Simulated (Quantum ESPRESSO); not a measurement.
# E(M) of Ni

How stiff is the total moment of Ni, and does E(M) have further minima?

Calculated with Quantum ESPRESSO 7.5; PBE; plane waves with GBRV 1.5 PBE potentials, no spin-orbit coupling.

Report form: the programs' logs are mostly left out.

### 1. The starting structure

The structure is cubic, space group Fm-3m (No. 225). Conventional cell: a = 3.524 Å, b = 3.524 Å, c = 3.524 Å, α = 90.00°, β = 90.00°, γ = 90.00°. Nearest to Ni lie 12 Ni at 2.49 Å.

As a file:

```cif
data_structure
_symmetry_space_group_name_H-M 'Fm-3m'
_symmetry_Int_Tables_number 225
_cell_length_a 3.5240
_cell_length_b 3.5240
_cell_length_c 3.5240
_cell_angle_alpha 90.000
_cell_angle_beta 90.000
_cell_angle_gamma 90.000
_cell_volume 43.76
loop_
_atom_site_label
_atom_site_type_symbol
_atom_site_symmetry_multiplicity
_atom_site_Wyckoff_symbol
_atom_site_fract_x
_atom_site_fract_y
_atom_site_fract_z
_atom_site_occupancy
Ni1 Ni 4 a 0.00000 0.00000 0.00000 1
```

The lattice constants were typed from memory of published values and not checked against a source.

### 2. No moment imposed

The input, pw.in:

```
&CONTROL
  calculation = 'scf'
  prefix = 'pwscf'
  outdir = './tmp'
  pseudo_dir = './pseudo'
  disk_io = 'nowf'
/
&SYSTEM
  ibrav = 0
  celldm(1) = 8
  nat = 1
  ntyp = 1
  ecutwfc = 40
  ecutrho = 280
  nbnd = 15
  occupations = 'smearing'
  smearing = 'fd'
  degauss = 0.00367493
  nspin = 2
  starting_magnetization(1) = 0.0556
/
&ELECTRONS
  conv_thr = 2d-09
  electron_maxstep = 150
  mixing_beta = 0.3
/
ATOMIC_SPECIES
Ni     58.6934 ni_pbe_v1.4.uspp.F.UPF
CELL_PARAMETERS alat
   0.0000000000000    0.4162121789488    0.4162121789488
   0.4162121789488    0.0000000000000    0.4162121789488
   0.4162121789488    0.4162121789488    0.0000000000000
ATOMIC_POSITIONS crystal
Ni      0.0000000000    0.0000000000    0.0000000000
K_POINTS automatic
16 16 16 0 0 0
```

The run is started by

```console
$ OMP_NUM_THREADS=1 mpirun -n 4 pw.x -nk 4 -in pw.in > pw.out
```

It took 4.6 s on 4 MPI ranks of Arm Neoverse V2, shared host; peak memory 0.22 GiB.

Spin moment in the atom's sphere by atom:

| atom | spin moment in the atom's sphere (μB) |
| --- | --- |
| Ni1 | 0.665 |

Numbers from this step:

| Property | Result |
| --- | --- |
| smearing term TS | 0.01464 eV |
| magnetization | 0.623 μB |
| absolute magnetization | 0.724 μB |
| final state | ferromagnetic |

### 3. Moment fixed at 0 μB

The two spin channels are filled to separate Fermi energies, so that the total moment meets the target. Half of the up one less the down one is the slope dE/dM.

pw.in, as its differences from that of step 2:

```diff
@@ -14,3 +14,3 @@
   ecutrho = 280
-  nbnd = 15
+  nbnd = 16
   occupations = 'smearing'
@@ -19,3 +19,4 @@
   nspin = 2
-  starting_magnetization(1) = 0.0556
+  starting_magnetization(1) = 0.0028
+  tot_magnetization = 0
 /
```

It took 4.6 s on 4 MPI ranks; peak memory 0.22 GiB; 18 s of CPU time.

Read from the output:

| Quantity | Value |
| --- | --- |
| magnetization | 0 μB |
| absolute magnetization | 0 μB |
| half the difference of the two Fermi energies | 0 meV |
| largest moment | 0 μB |

### 4. Moment fixed at 0.136 μB

pw.in, as its differences from that of step 3:

```diff
@@ -19,4 +19,4 @@
   nspin = 2
-  starting_magnetization(1) = 0.0028
-  tot_magnetization = 0
+  starting_magnetization(1) = 0.0076
+  tot_magnetization = 0.136
 /
```

Run time: 4.7 s. Hardware: 4 MPI ranks; peak memory 0.22 GiB.

Spin moment in the atom's sphere by atom:

| atom | spin moment in the atom's sphere (μB) |
| --- | --- |
| Ni1 | 0.147 |

This step gave:

| Item | Value |
| --- | --- |
| magnetization | 0.136 μB |
| absolute magnetization | 0.164 μB |
| half the difference of the two Fermi energies | -55.4 meV |

### 5. Moment fixed at 0.272 μB

pw.in, as its differences from that of step 4:

```diff
@@ -19,4 +19,4 @@
   nspin = 2
-  starting_magnetization(1) = 0.0076
-  tot_magnetization = 0.136
+  starting_magnetization(1) = 0.0151
+  tot_magnetization = 0.272
 /
```

The job ended after 4.8 s (4 MPI ranks; peak memory 0.22 GiB).

Numbers from this step:

```yaml
magnetization: 0.272 μB
absolute_magnetization: 0.328 μB
half_the_difference_of_the_two_fermi_energies: -107.9 meV
largest_moment: 0.2946 μB
```

### 6. All moments

The runs not shown differ in the target, the start and the number of states alone. The point at 0.62 μB is the free run, entered with slope zero.

The energy over the lowest by total spin moment:

| total spin moment (μB a cell) | energy over the lowest (meV a cell) |
| --- | --- |
| 0.000 | 59.2 |
| 0.136 | 55.5 |
| 0.272 | 44.3 |
| 0.408 | 26.5 |
| 0.543 | 5.04 |
| 0.623 | 0 |
| 0.679 | 1.02 |
| 0.815 | 14.3 |
| 0.951 | 59.2 |
| 1.087 | 129 |
| 1.223 | 239 |

Table of dE/dM by total spin moment:

| total spin moment (μB a cell) | dE/dM (meV/μB) |
| --- | --- |
| 0.000 | -0.00137 |
| 0.136 | -55.4 |
| 0.272 | -108 |
| 0.408 | -152 |
| 0.543 | -142 |
| 0.623 | 0 |
| 0.679 | 33.9 |
| 0.815 | 221 |
| 0.951 | 411 |
| 1.087 | 642 |
| 1.223 | 933 |

Table of largest site moment by total spin moment:

| total spin moment (μB a cell) | largest site moment (μB) |
| --- | --- |
| 0.000 | 0 |
| 0.136 | 0.147 |
| 0.272 | 0.295 |
| 0.408 | 0.441 |
| 0.543 | 0.585 |
| 0.623 | 0.665 |
| 0.679 | 0.721 |
| 0.815 | 0.849 |
| 0.951 | 0.973 |
| 1.087 | 1.09 |
| 1.223 | 1.21 |

### 7. Summary of results

```yaml
moment_of_the_free_run: 0.62 μB a cell
energy_at_zero_total_moment: 59.2 meV a cell over the lowest
delta_e_delta_m2_from_the_lowest_point_to_0p81_and_to_0p41_mu_b: 386 and 574 meV/μB²
```

What this shows: At zero total moment the site moments vanish, so the 59 meV a cell is the energy of forming them. The points show one minimum alone. The cell holds one seeded atom, so opposed orders, which may lie lower, cannot form in it.

[Logs and program files are shortened in this print: banners, set-up blocks, solver, clock and traceback lines can be left out without a mark of their own.]

[Logs are printed without paths, hosts, clocks, repeated set-up lines and the standing remarks that a program may print on its own settings, such as how far it seeks lower states.]

[Hosts, paths, dates, database ids (printed as entryN), source tags and the programs' standing remarks are cut or masked in the printed files.]

[Where a cell is said to come from a database of computed structures, the database is the Materials Project.]
